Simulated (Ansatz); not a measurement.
# Lattice dynamics of TiSn (model cell, started as zinc blende), part 2 of 2

Task: relax TiSn (model cell, started as zinc blende), then find its harmonic phonons.

Ansatz 0.2.0; DFT PBEsol, scalar-relativistic, plane waves, PAW.

So far. Step 3 (Tight relaxation): The forces vanish by symmetry and the pressure is 0.009 GPa, within the tolerances set. The cell now holds 30.12 Å³/atom. Step 4 (Linear response at the zone centre): Before it was imposed, the acoustic sum rule was missed by 6.0e-5 eV/Å². Small misses are needed for a sound result but don't prove that mesh and cutoff are converged. The lowest optical mode is real, 215 cm⁻¹. The relaxed cell has a = 6.223 Å (conventional setting).

The structure was built from a prototype and need not be the compound's stable phase.

**5. Phonons on a q mesh**

Stability and thermal properties need the whole zone. Linear response on a 4×4×4 q mesh gives force constants as far as a supercell of that size would.

Input file input.yaml:

```yaml
crystal:
  lattice:
    - [0.0, 3.1114707669, 3.1114707669]
    - [3.1114707669, 0.0, 3.1114707669]
    - [3.1114707669, 3.1114707669, 0.0]
  atoms:
    - { symbol: Ti, position: [0.0, 0.0, 0.0] }
    - { symbol: Sn, position: [0.25, 0.25, 0.25] }
kpoints:
  mp_grid: { grid: [12, 12, 12] }
hamiltonian:
  xc: pbesol
scf:
  occupations: { method: gaussian, width: 0.01 }
output:
  eigenvalues: true
phonons:
  method: dfpt
  qmesh: [4, 4, 4]
  temperatures: { t_max: 1000, t_step: 50 }
  qpath:
    path:
      - [[0.0, 0.0, 0.0], [-0.5, -0.5, 0.0], [-0.375, -0.375, 0.25]]
      - [[-0.375, 0.0, 0.375], [0.0, 0.0, 0.0], [0.0, 0.0, 0.5], [-0.5, -0.25, 0.25], [-0.5, -0.5, 0.0]]
    npoints: 10
```

Launch:

```
ansatz run input.yaml --threads 4 --pin off --max-ram 7168MiB --backend cpu --events-out ev --progress --plain --runs-dir out
```

Numbers of over 12 decimals in the logs are rounded to 6 here.

Log:

```text
Warning: phonons: the dynamical matrix that this run interpolates holds no multipole term above the dipole-dipole one, and a site of this crystal is no centre of inversion, so its interpolated transverse optical and acoustic branches and sound speeds can stay off near Gamma, and the density of states and the thermodynamics with them. What a run solves at a wave vector of phonons.qpoints, Gamma apart, where the deck admits one, is free of this, and under fd what a larger phonons.supercell samples
[...]
Crystal: 2 atoms, lattice volume = 60.246 Å³
Basis set: ecut = 420 eV, 1243 PW (Γ), exchange–correlation on 60×60×60 points (8 copies of the dense FFT grid, shifted against one another)
Bands: 17, of which v1, the nominal top of the filled ones, is band 13 counted from 1 (12 counted from 0)
Symmetry: 24 space group operations
k-points: 72 of 1728 (time reversal used)
[...]
SCF iter   1: F=—  HF=-8422.034136 eV  |F-HF|=—  |Δ(HF+E_count)|=         —  Δρ=1.08e-2  dr2=9.63e-2  ethr=1.77e-3  ⟨swp⟩=6.2  Hψ=6565  notcnv=0
[...]
SCF iter   8: F=-8422.020743 eV  HF=-8422.020743 eV  |F-HF|=1.82e-12  |Δ(HF+E_count)|=  1.64e-11  Δρ=4.75e-8  dr2=1.47e-12  ethr=1.00e-12  ⟨swp⟩=4.9  Hψ=5145  notcnv=0
SCF 1 converged in 8 iterations: F = -8422.020743 eV  dr2 = 1.47e-12
[...]
SCF iter   8: F=-8422.020743 eV  HF=-8422.020743 eV  |F-HF|=1.82e-12  |Δ(HF+E_count)|=    0.00e0  Δρ=8.84e-10  dr2=3.00e-16  ethr=1.00e-12  ⟨swp⟩=1.0  Hψ=2736  notcnv=0
SCF 2 converged in 8 iterations: F = -8422.020743 eV  dr2 = 3.00e-16
k-points: 280 of 1728 (irreducible under 4 space group operations, time reversal used)
[...]
SCF iter   2: F=-8422.020743 eV  HF=-8422.020743 eV  |F-HF|=9.09e-12  |Δ(HF+E_count)|=   2.11e-8  Δρ=1.11e-7  dr2=1.06e-11  ethr=1.00e-12  ⟨swp⟩=6.9  Hψ=18209  notcnv=0
SCF 3 converged in 2 iterations: F = -8422.020743 eV  dr2 = 1.06e-11
NSCF: frozen V_eff on 1 k-points
[...]
── the response to a field inside a basis, on 12×12×12 k-points: an SCF that follows is theirs, and a resumed run solves both again ──
Bands: 14, of which v1, the nominal top of the filled ones, is band 13 counted from 1 (12 counted from 0)
k-points: 182 of 1728 (irreducible under 6 space group operations, time reversal used)
[...]
Eigensolver: Dense (182 Hₖ)
SCF iter   1: F=—  HF=-8422.018301 eV  |F-HF|=—  |Δ(HF+E_count)|=         —  Δρ=6.52e-5  dr2=4.98e-7  ethr=1.00e-1
[...]
SCF iter   4: F=-8422.018301 eV  HF=-8422.018301 eV  |F-HF|=3.68e-8  |Δ(HF+E_count)|=   1.67e-8  Δρ=6.31e-6  dr2=4.15e-8  ethr=4.54e-10
SCF 1 converged in 4 iterations: F = -8422.018301 eV  dr2 = 4.15e-8
DFPT response loops at Γ: preconditioner auto → none (the input reference at scf.mixing.eps_inf says where Resta's filter doesn't serve); β = 0.50; Broyden in place of MSR1
[...]
DFPT response loops at q = (0, 0, 0) (fractional): preconditioner auto → Resta (q_TF=auto, 2.372 Å⁻¹)  ε∞=17.5 (no band partly filled); β = 1.00, the filter's whole step (`scf.mixing.beta` (0.50) is not read by the response loops at its default; to damp them type it under 1.00, their step now; it binds the ground state too); Broyden in place of MSR1
[...]
SCF converged after 8 iterations
Free energy (F): -8422.020743 eV
[...]
Internal energy: -8422.020743 eV  (E = F + TS)
E sigma→0 (E₀):  -8422.020743 eV
Fermi energy:    7.078995 eV
[...]
--- Band table (eV; the first three rows and the last of 72) ---
  k-point 0: bands = [... 9 lower, -0.8285, 6.2296, 6.2296, 6.2296, 7.8531, 7.8531, 12.0542, 12.7168]
  k-point 1: bands = [... 9 lower, -0.7629, 6.1246, 6.2508, 6.2508, 7.8397, 7.8397, 11.5895, 12.4845]
  k-point 2: bands = [... 9 lower, -0.5728, 5.8391, 6.3051, 6.3051, 7.8141, 7.8141, 10.5466, 12.0347]
  k-point 71: bands = [... 9 lower, 0.9752, 5.3266, 5.5220, 6.7567, 7.2341, 7.8908, 8.1110, 8.5962]
--- Phonons (Γ-DFPT): 2 representative perturbations + reference (Σ response iterations 6) ---
  ASR residual: 4.928e-5 → 0.000e0 eV/Å²; symmetrization residual: 6.796e-6 eV/Å²
  ASR residual per site (eV/Å²): 4.93e-5 4.26e-5
  Γ frequencies (cm⁻¹): 0.00 0.00 0.00 214.87 214.87 214.87
  Unit cell's response to a homogeneous field: 3 representative field directions (Σ response iterations 15)
  ε∞ (high-frequency dielectric tensor):
       37.305788     0.000000    -0.000000
        0.000000    37.305788    -0.000000
       -0.000000    -0.000000    37.305788
  ε⁰ (static dielectric tensor): not given — the deck does not say what the cell's rigid motions are, and on a molecule in a box or a wire the rigid rotations would enter the sum over the modes at Γ. For a crystal or a slab, whose only rigid motions are the translations, set phonons.rigid_motions: translations.
  Born effective charges Z* (e; rows j = field, columns β = displacement):
    site 0:
         4.40494   -0.00000   -0.00000
         0.00000    4.40494    0.00000
         0.00000    0.00000    4.40494
    site 1:
        -4.40494    0.00000    0.00000
        -0.00000   -4.40494   -0.00000
        -0.00000   -0.00000   -4.40494
  Z* charge neutrality: 3.059e-3 e pre-enforcement
  solved inside a basis spanned on the 12×12×12 k-mesh, on 12×12×12 k-points, its susceptibility summed on 16×16×16: ε∞ is read to err by 1.7e-1, Z* by 3.1e-2 e; Z* is corrected for what the basis lacks
  optical modes at Γ without the LO–TO term, one row a degenerate level:
      ω (cm⁻¹)  modes    IR ((D/Å)²/amu)
        214.87      3            39.3690
  optical modes at Γ + LO–TO along q̂ = [1.0000, 0.0000, 0.0000]:
      ω (cm⁻¹)  modes    IR ((D/Å)²/amu)
        214.87      2            26.2460
        242.12      1            13.1230
  optical modes at Γ + LO–TO along q̂ = [0.0000, 1.0000, 0.0000]:
      ω (cm⁻¹)  modes    IR ((D/Å)²/amu)
        214.87      2            26.2460
        242.12      1            13.1230
  optical modes at Γ + LO–TO along q̂ = [0.0000, 0.0000, 1.0000]:
      ω (cm⁻¹)  modes    IR ((D/Å)²/amu)
        214.87      2            26.2460
        242.12      1            13.1230
--- Phonons (arbitrary-q DFPT): 8 irreducible q on the 4×4×4 mesh ---
  q = [0.0000, 0.0000, 0.0000] (star 1, of the zone-centre solve; hermiticity 2.35e-6, symmetrization 6.31e-13): -0.00 -0.00 0.00 214.87 214.87 214.87
  q = [0.0000, 0.0000, 0.2500] (star 8, 2 solved perturbations on 936 of 1728 k-point pairs; hermiticity 1.44e-6, symmetrization 5.53e-13): -25.53 -25.53 61.03 220.40 220.40 235.20
[...]
q = [0.0000, 0.2500, 0.2500] (star 6, 4 solved perturbations in 1608 linear systems a pass and spin channel, the states on 510 of 1728 k-point pairs; hermiticity 2.89e-6, symmetrization 9.85e-13): -36.34 -36.34 76.42 218.26 218.26 229.24
[...]
sum rule: each row above includes the acoustic sum rule's correction from the zone centre's row sums; it moved no ω² by more than (0.53 cm⁻¹)²
  mesh force constants: q→R imaginary residual 2.88e-18; ASR residual 4.928e-5 → 0.000e0 eV/Å²; symmetrization residual 6.217e-15 eV/Å²
  interpolated dispersion: 63 rows × 6 modes
  density of states and harmonic sums: on the 20×20×20 q-mesh, interpolated from the force constants of a 4×4×4 supercell (with the dipole–dipole term)
  largest difference from the sums on the solved wave vectors: F 4.58e-3 eV, S 5.92e-6 and C_V 1.33e-6 eV/K
  zero-point energy: 0.046848 eV/cell   skipped modes (ω ≤ 0): 513, of them read as no rigid motion or as one in doubt: 510 (2.000e0 modes/cell left out, lowest -58.73 cm⁻¹)   left out of the sums: 3.33e-1 of the cell's modes: C_V's classical limit lies that fraction below 3 k_B per atom; for a crystal, a wire or a layer, F and S can be off by more, and a phonons.interpolated_qmesh denser along its periods is the remedy for the sampling
```

It took 7.4 min on 4 threads of Arm Neoverse V1, shared host; peak memory 4 GiB.

Numbers from this step:

```yaml
sum_rule_residual_before_enforcement: 4.93e-5 eV/Å²
lowest_frequency_on_the_path: -58.95 cm⁻¹
highest_frequency_on_the_path_or_at_a_solved_wavevector: 242.1 cm⁻¹
lowest_mode_on_the_q_mesh_acoustic_modes_at_gamma_apart: -54.06 cm⁻¹
```

Frequencies (cm⁻¹) solved at each irreducible wavevector; negative means imaginary. Frequencies by wavevector, by row:

| q in reciprocal lattice units | star | mode 1 | mode 2 | mode 3 | mode 4 | mode 5 | mode 6 |
| --- | --- | --- | --- | --- | --- | --- | --- |
| 0 0 0 | 1 | 0 | 0 | 0 | 214.9 | 214.9 | 214.9 |
| 0 0 0.25 | 8 | -25.5 | -25.5 | 61 | 220.4 | 220.4 | 235.2 |
| 0 0 -0.5 | 4 | -31.4 | -31.4 | 89 | 220.1 | 225.7 | 225.7 |
| 0 0.25 0.25 | 6 | -36.3 | -36.3 | 76.4 | 218.3 | 218.3 | 229.2 |
| 0 0.25 -0.5 | 24 | -51.9 | -39.7 | 112.7 | 209.9 | 218.2 | 222.2 |
| 0 0.25 -0.25 | 12 | -50 | -34.1 | 100.8 | 214.8 | 220.5 | 224 |
| 0 -0.5 -0.5 | 3 | -45.6 | -45.6 | 125.5 | 199.2 | 217.5 | 217.5 |
| 0.25 -0.5 -0.25 | 6 | -54.1 | -50.5 | 130 | 197.9 | 211.3 | 223.1 |

Interpolated from a 4×4×4 q mesh, with the LO-TO term (at Γ the limit along the path; where Γ stands inside the path, tables give the limit on arrival). Phonon branches along the path, in cm⁻¹:

| point | branch 1 | branch 2 | branch 3 | branch 4 | branch 5 | branch 6 |
| --- | --- | --- | --- | --- | --- | --- |
| Γ | 0 | 0 | 0 | 215 | 215 | 242 |
| halfway | -36 | -36 | 76 | 218 | 218 | 229 |
| X | -46 | -46 | 126 | 199 | 218 | 218 |
| halfway | -50 | -45 | 126 | 199 | 217 | 219 |
| U | -57 | -44 | 126 | 201 | 215 | 222 |
| jump to K | -57 | -44 | 126 | 201 | 215 | 222 |
| halfway | -36 | -30 | 77 | 218 | 222 | 230 |
| Γ | 0 | 0 | 0 | 215 | 215 | 242 |
| halfway | -26 | -26 | 61 | 220 | 220 | 235 |
| L | -31 | -31 | 89 | 220 | 226 | 226 |
| halfway | -54 | -38 | 112 | 211 | 217 | 225 |
| W | -54 | -50 | 130 | 198 | 211 | 223 |
| halfway | -50 | -48 | 128 | 198 | 215 | 221 |
| X | -46 | -46 | 126 | 199 | 218 | 218 |

The phonon branches as a text plot (rows in cm⁻¹):

```
    236 |******                 **************
    223 |   ************************      ***********************
    211 |***     ***   *********    ******          ***********
    198 |           *******                             *********
    186 |
    173 |
    161 |
    148 |
    135 |                                                 **
    123 |           ********                           ***  *****
    110 |         **        ***                      **
     98 |        *             *                   **
     85 |       *                              ****
     73 |      *                *            **
     60 |    **                  *          *
     48 |   *                     **       *
     35 |  *                        *     *
     23 |                                *
     10 | *                          *  *
     -3 |*                           ****
    -15 | **                      ***    **
    -28 |   ***                *****       *********
    -40 |      ******************                  ******      **
    -53 |              ********                      ***********
         Γ           X  U|K            Γ         L        W     X
```

Tetrahedra on a 20×20×20 mesh, mean over bins of 5 cm-1. Interpolated from a 4×4×4 q mesh. Table of phonon density of states by wavenumber; read off at these points:

| wavenumber (cm⁻¹) | phonon density of states (1/cm⁻¹/cell) |
| --- | --- |
| -58 | 0.0327 |
| -48 | 0.0570 |
| -42 | 0.0768 |
| -38 | 0.0743 |
| -28 | 0.0306 |
| -18 | 0.00435 |
| -8 | 4.4e-4 |
| 2 | 0 |
| 12 | 8.0e-5 |
| 28 | 6.9e-4 |
| 38 | 0.00134 |
| 48 | 0.00223 |
| 58 | 0.00342 |
| 68 | 0.00501 |
| 78 | 0.00722 |
| 88 | 0.0113 |
| 98 | 0.0149 |
| 108 | 0.0172 |
| 118 | 0.0203 |
| 122 | 0.0238 |
| 128 | 0.0186 |
| 138 | 0 |
| 148 | 0 |
| 158 | 0 |
| 172 | 0 |
| 182 | 0 |
| 192 | 0 |
| 202 | 0.0294 |
| 212 | 0.0716 |
| 222 | 0.204 |
| 232 | 0.0149 |
| 242 | 0.00278 |

The partial phonon density of states has structure finer than the step of the table below, so its rows give means over 10 cm⁻¹, whole bins alone (the curve runs from -68.9 to 259 cm⁻¹). Peaks (cm⁻¹: height): Sn -42.1: 0.0550, 124.9: 0.0231, 219.8: 0.0511; Ti -42.1: 0.0201, 219.8: 0.145.

Phonopy on the run's constants, 15x15x15 mesh, Gaussian sigma 2.3 cm-1. Interpolated from a 4×4×4 q mesh. The partial phonon density of states by wavenumber; means over each step; values in 1/cm⁻¹/cell:

| wavenumber (cm⁻¹) | Sn | Ti |
| --- | --- | --- |
| -60 | 0.0122 | 0.00494 |
| -50 | 0.0378 | 0.0146 |
| -40 | 0.0535 | 0.0196 |
| -30 | 0.0345 | 0.0128 |
| -20 | 0.00622 | 0.00243 |
| -10 | 9.5e-4 | 3.8e-4 |
| 0 | 6.5e-5 | 2.7e-5 |
| 10 | 1.4e-5 | 5.8e-6 |
| 20 | 3.5e-4 | 1.4e-4 |
| 30 | 6.1e-4 | 2.4e-4 |
| 40 | 0.00118 | 4.4e-4 |
| 50 | 0.00171 | 6.2e-4 |
| 60 | 0.00292 | 1.0e-3 |
| 70 | 0.00445 | 0.00141 |
| 80 | 0.00627 | 0.00181 |
| 90 | 0.00968 | 0.00249 |
| 100 | 0.0126 | 0.00272 |
| 110 | 0.0153 | 0.00248 |
| 120 | 0.0200 | 0.00168 |
| 130 | 0.00951 | 2.7e-4 |
| 140 | 2.2e-5 | 0 |
| 150 | 0 | 0 |
| 160 | 0 | 0 |
| 170 | 0 | 0 |
| 180 | 0 | 0 |
| 190 | 4.2e-6 | 3.6e-4 |
| 200 | 1.0e-3 | 0.0188 |
| 210 | 0.0123 | 0.0461 |
| 220 | 0.0443 | 0.127 |
| 230 | 0.0104 | 0.0316 |
| 240 | 0.00197 | 0.00553 |
| 250 | 3.3e-5 | 8.8e-5 |

Second derivatives of the energy by pair, one row for each kind of neighbour of each atom listed. Each entry sums the pair over the periodic images of the supercell that the q mesh stands for, and in a polar crystal it holds the long-range dipole part too. Force constants by pair, by row:

| atom | neighbour | distance (Å) | third of the trace (eV/Å²) | along the pair's line (eV/Å²) |
| --- | --- | --- | --- | --- |
| Ti1 | itself | 0 | 6.446 | – |
| Ti1 | Sn | 2.695 | -1.528 | -4.775 |
| Ti1 | Ti | 4.4 | 0.0066 | -0.0793 |
| Ti1 | Sn | 5.16 | -0.0346 | 0.0758 |
| Ti1 | Ti | 6.223 | -0.0419 | -0.1557 |
| Ti1 | Sn | 6.781 | 0.0391 | 0.0913 |
| Sn2 | itself | 0 | 5.893 | – |
| Sn2 | Ti | 2.695 | -1.528 | -4.775 |
| Sn2 | Sn | 4.4 | 0.0429 | -0.2208 |
| Sn2 | Ti | 5.16 | -0.0346 | 0.0758 |
| Sn2 | Sn | 6.223 | -0.0382 | -0.0684 |
| Sn2 | Ti | 6.781 | 0.0391 | 0.0913 |

Symmetry leaves 8 wavevectors to solve. The lowest mode among them, the acoustic zeros apart, lies at q = (0.25, -0.5, -0.25) and is imaginary, 54.1i cm⁻¹, so the energy falls along it. Between them the interpolated path dips to 59i cm⁻¹.

**6. Isotope substitution, element Sn, natural mass 118.71 amu**

An isotope changes the mass and not the force constants, so no new electronic calculation is needed; the shifts show which modes move this element.

The same force constants with the mass of Sn changed from 118.710 to 123.905 u (phonopy, no LO-TO term). Both lists are sorted by frequency; levels can cross, so a row need not hold one and the same mode. Modes under 3 cm⁻¹ are left out. Isotope shifts, by row:

| q | rank | natural mass (cm⁻¹) | changed mass (cm⁻¹) |
| --- | --- | --- | --- |
| 0 0 0 | 4 | 214.9 | 213.6 |
| 0 0 0 | 5 | 214.9 | 213.6 |
| 0 0 0 | 6 | 214.9 | 213.6 |
| 0 0 0.25 | 1 | -25.53 | -25.14 |
| 0 0 0.25 | 2 | -25.53 | -25.14 |
| 0 0 0.25 | 3 | 61.03 | 60.06 |
| 0 0 0.25 | 4 | 220.4 | 219.1 |
| 0 0 0.25 | 5 | 220.4 | 219.1 |
| 0 0 0.25 | 6 | 235.2 | 233.9 |
| 0 0 -0.5 | 1 | -31.38 | -30.88 |
| 0 0 -0.5 | 2 | -31.38 | -30.88 |
| 0 0 -0.5 | 3 | 88.97 | 87.48 |
| 0 0 -0.5 | 4 | 220.1 | 219.1 |
| 0 0 -0.5 | 5 | 225.7 | 224.5 |
| 0 0 -0.5 | 6 | 225.7 | 224.5 |
| 0 0.25 0.25 | 1 | -36.34 | -35.78 |
| 0 0.25 0.25 | 2 | -36.34 | -35.78 |
| 0 0.25 0.25 | 3 | 76.42 | 75.17 |
| 0 0.25 0.25 | 4 | 218.3 | 217 |
| 0 0.25 0.25 | 5 | 218.3 | 217 |
| 0 0.25 0.25 | 6 | 229.2 | 228.1 |

A mode of this element alone would shift by -2.12 %. The highest zone-centre frequency without the field goes from 214.9 to 213.6 cm⁻¹ (-0.6 %). The product of the frequency ratios over all optical modes at Γ is 0.982; the product rule, (m/m′)^(3k/2) (M′/M)^(3/2) with k = 1 such atoms and M the mass of the cell, gives 0.982.

**7. Another isotope, element Ti, natural mass 47.867 amu**

The same for Ti, from 47.87 to 49.94 u.

A mode of this element alone would shift by -2.10 %. The highest zone-centre frequency without the field goes from 214.9 to 211.7 cm⁻¹ (-1.5 %). The product of the frequency ratios over all optical modes at Γ is 0.956; the product rule, (m/m′)^(3k/2) (M′/M)^(3/2) with k = 1 such atoms and M the mass of the cell, gives 0.956.

**8. Summary of results**

| Item | Value |
| --- | --- |
| space group after relaxation (within 0.01 Å) | F-43m |
| volume per atom | 30.1 Å³ |
| gap on the k-mesh | 0.197 eV |
| highest optical mode at the zone centre (no LO-TO term) | 215 cm⁻¹ |
| lowest optical zone-centre mode | 215 cm⁻¹ |
| lowest mode on the q mesh (acoustic modes at Γ apart) | -54.1 cm⁻¹ |
| highest frequency on the path or at a solved wavevector | 242 cm⁻¹ |
| imaginary modes on the 4×4×4 q mesh | yes |

**Reading.** Modes are clearly imaginary (beyond 10i cm⁻¹) at 7 of the 8 irreducible wavevectors, most at q = (0.25, -0.5, -0.25) (54.1i cm⁻¹), so this structure is not a minimum of the energy. Without the field, the optical modes at Γ form one degenerate level at 215 cm⁻¹. The highest mode in this list at Γ, 214.9 cm⁻¹, is mostly motion of Ti (71 % of the kinetic energy). The program warns that the interpolation holds no quadrupole term, so branches close to Γ can be off in this crystal. Spin-orbit coupling is left out, which can matter for the heavy elements here. The starting cell was built on a prototype and not taken from a measurement, so the phase need not exist. These are harmonic frequencies at zero temperature: anharmonic shifts, linewidths and thermal expansion are left out.

[Logs are printed without paths, hosts, clocks, repeated set-up lines and the standing remarks that a program may print on its own settings, such as how far it seeks lower states.]

[Hosts, paths, dates, database ids (printed as entryN), source tags and the programs' standing remarks are cut or masked in the printed files.]
